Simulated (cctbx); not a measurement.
## Resonant diffraction in Yb3Sn11

Space group Immm (no. 71), a = 4.9710 Å, b = 10.0940 Å, c = 14.8150 Å, α = 90.00°, β = 90.00°, γ = 90.00°.

```
atom  mult.    x       y       z  Ueq (Å²)
 Yb1      4  1/2     1/2  0.2045    0.0125
 Yb2      2    0       0       0    0.0164
 Sn1      8    0  0.2920  0.8670    0.0270
 Sn2      8    0  0.3540  0.6640    0.0257
 Sn3      4  1/2  0.3113       0    0.0202
 Sn4      2    0     1/2       0    0.0237
```

This is a model crystal, built by substitution and not relaxed, with assumed displacement parameters.

Calculated with cctbx: free-atom f′ and f″ from the Sasaki tables, no fine structure; amplitudes in electrons.

| E (eV) | F 0 1 1 | F 0 0 2 | F 1 2 1 | F 1 2 3 |
| --- | --- | --- | --- | --- |
| 8344 | 64.1 | 11.9 | 103.0 | 586.7 |
| 8694 | 65.7 | 9.3 | 101.4 | 577.4 |
| 8824 | 67.1 | 7.2 | 100.0 | 569.5 |
| 8884 | 68.3 | 5.3 | 98.9 | 562.8 |
| 8914 | 69.5 | 3.5 | 97.6 | 555.7 |
| 8929 | 70.8 | 1.9 | 96.4 | 548.5 |
| 8936 | 71.9 | 1.6 | 95.3 | 542.1 |
| 8940 | 73.2 | 3.0 | 94.0 | 535.1 |
| 8948 | 73.0 | 8.3 | 94.6 | 538.6 |
| 8952 | 71.6 | 7.8 | 95.9 | 546.0 |
| 8959 | 70.4 | 7.8 | 97.1 | 552.7 |
| 8974 | 69.1 | 8.4 | 98.4 | 560.1 |
| 9004 | 67.8 | 9.3 | 99.6 | 567.3 |
| 9094 | 66.1 | 10.9 | 101.2 | 576.4 |
| 9344 | 64.4 | 12.6 | 102.7 | 585.0 |

**Question.** Which edge is crossed, and why do the reflections move as they do?

The L3 edge of Yb. The edge is at 8944 eV. f′ of Yb falls from -12.1 e at 8824 eV to -19.2 e at 4 eV below it, and f″ steps from 3.74 to 10.53 e across it. Over that approach |F| changes by +9 % (0 1 1), -58 % (0 0 2), -6 % (1 2 1) and -6 % (1 2 3): a reflection falls where Yb scatters in phase with the total and rises where it scatters against it; it hardly moves where the Yb term is small or cancels by symmetry. Above the edge the larger f″ enters the imaginary part, where it can add to or cancel the other atoms' f″. The structure is centrosymmetric, so Friedel mates stay equal.

[Logs are printed without paths, hosts, clocks, repeated set-up lines and the standing remarks that a program may print on its own settings, such as how far it seeks lower states.]
